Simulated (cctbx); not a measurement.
# Interatomic vectors of NdAl8CoNi

Space group Pbam (no. 55), a = 12.3590 Å, b = 14.6310 Å, c = 3.9480 Å, α = 90.00°, β = 90.00°, γ = 90.00°, content Nd4 Ni4 Co4 Al32.

Simulated single-crystal data (cctbx): Mo Kα, λ = 0.71073 Å, to d = 0.75 Å, 80 % of the full sphere, strongest reflection 40000 counts, noise from counting, a 3 % proportional error and a noise floor of 4 counts (s.d.); no absorption.

Patterson synthesis from sharpened amplitudes, origin scaled to 1000:

```text
Patterson group P m m m
      u       v       w   height  length (A)
  0.000   0.000   0.000   1000.0     0.00
  0.184   0.500   0.000    541.0     7.66
  0.500   0.137   0.000    496.4     6.50
  0.000   0.275   0.000    343.4     4.03
  0.190   0.226   0.000    291.2     4.06
  0.318   0.363   0.000    268.7     6.60
  0.309   0.090   0.000    248.8     4.04
  0.500   0.411   0.000    248.2     8.62
  0.386   0.000   0.500    195.6     5.16
  0.500   0.304   0.500    191.3     7.87
  0.325   0.190   0.500    173.9     5.27
  0.157   0.321   0.500    124.6     5.45
  0.378   0.272   0.000    122.4     6.13
  0.124   0.408   0.000    118.7     6.17
```

Q: Assign the vectors.

A peak at u stands for all pairs with xi − xj = u, with weight Σ ZiZj against Σ Z² = 25860 at the origin. Peak heights follow these weights only roughly, since form factors, motion and series ripples differ, all vectors within 0.55 Å of a peak are counted as merged into it though the farther ones add only part of their weight, and F(000) is left out, which lowers the whole map:

| u | v | w | shortest length (Å) | height | 1000 ΣZiZj/ΣZ² | pairs in the cell |
| --- | --- | --- | --- | --- | --- | --- |
| 0.184 | 0.500 | 0.000 | 7.66 | 541 | 582 | 2 × Nd–Nd, 20 × Al–Al, 4 × Ni–Co, 2 × Co–Co |
| 0.500 | 0.137 | 0.000 | 6.50 | 496 | 532 | 2 × Nd–Nd, 4 × Nd–Al, 12 × Al–Al, 4 × Co–Al |
| 0.000 | 0.275 | 0.000 | 4.02 | 343 | 371 | 4 × Nd–Co, 4 × Nd–Al |
| 0.190 | 0.226 | 0.000 | 4.06 | 291 | 316 | 2 × Nd–Ni, 2 × Nd–Co, 2 × Nd–Al |
| 0.318 | 0.363 | 0.000 | 6.61 | 269 | 320 | 1 × Nd–Nd, 10 × Al–Al, 2 × Nd–Al, 2 × Ni–Al, 2 × Co–Al |
| 0.309 | 0.090 | 0.000 | 4.04 | 249 | 262 | 2 × Nd–Ni, 2 × Nd–Co, 1 × Al–Al |
| 0.500 | 0.411 | 0.000 | 8.62 | 248 | 264 | 4 × Nd–Co, 2 × Al–Al |
| 0.386 | 0.000 | 0.500 | 5.16 | 196 | 241 | 8 × Nd–Al |
| 0.500 | 0.304 | 0.500 | 7.87 | 191 | 241 | 8 × Nd–Al |
| 0.325 | 0.190 | 0.500 | 5.27 | 174 | 254 | 8 × Nd–Al, 2 × Al–Al |

The table stops at ten peaks or at a height of 45, below which ripples compete. In the model behind the data Nd, the heaviest element, has 1 independent site: (0.3412, 0.3183, 0), up to an allowed shift of origin; the Nd–Nd vectors are differences of these positions and their symmetry mates. The whole model:

```csv
atom,mult.,x,y,z,Ueq (Å²)
Nd1,4,0.3412,0.3183,0,0.0041
Ni1,4,0.4632,0.9086,0,0.0061
Co1,4,0.3473,0.5933,0,0.0057
Al1,2,0,0,0,0.0098
Al2,4,0.2704,0.6746,1/2,0.0087
Al3,4,0.8382,0.4572,0,0.0065
Al4,2,1/2,0,1/2,0.0068
Al5,4,0.4059,0.7544,0,0.0069
Al6,4,0.3443,0.8785,1/2,0.0073
Al7,4,0.5256,0.3676,1/2,0.0068
Al8,4,0.6699,0.5102,1/2,0.0076
Al9,4,0.9559,0.3239,1/2,0.0052
```

This is a model crystal, built by substitution and not relaxed, with assumed displacement parameters.

[Logs are printed without paths, hosts, clocks, repeated set-up lines and the standing remarks that a program may print on its own settings, such as how far it seeks lower states.]
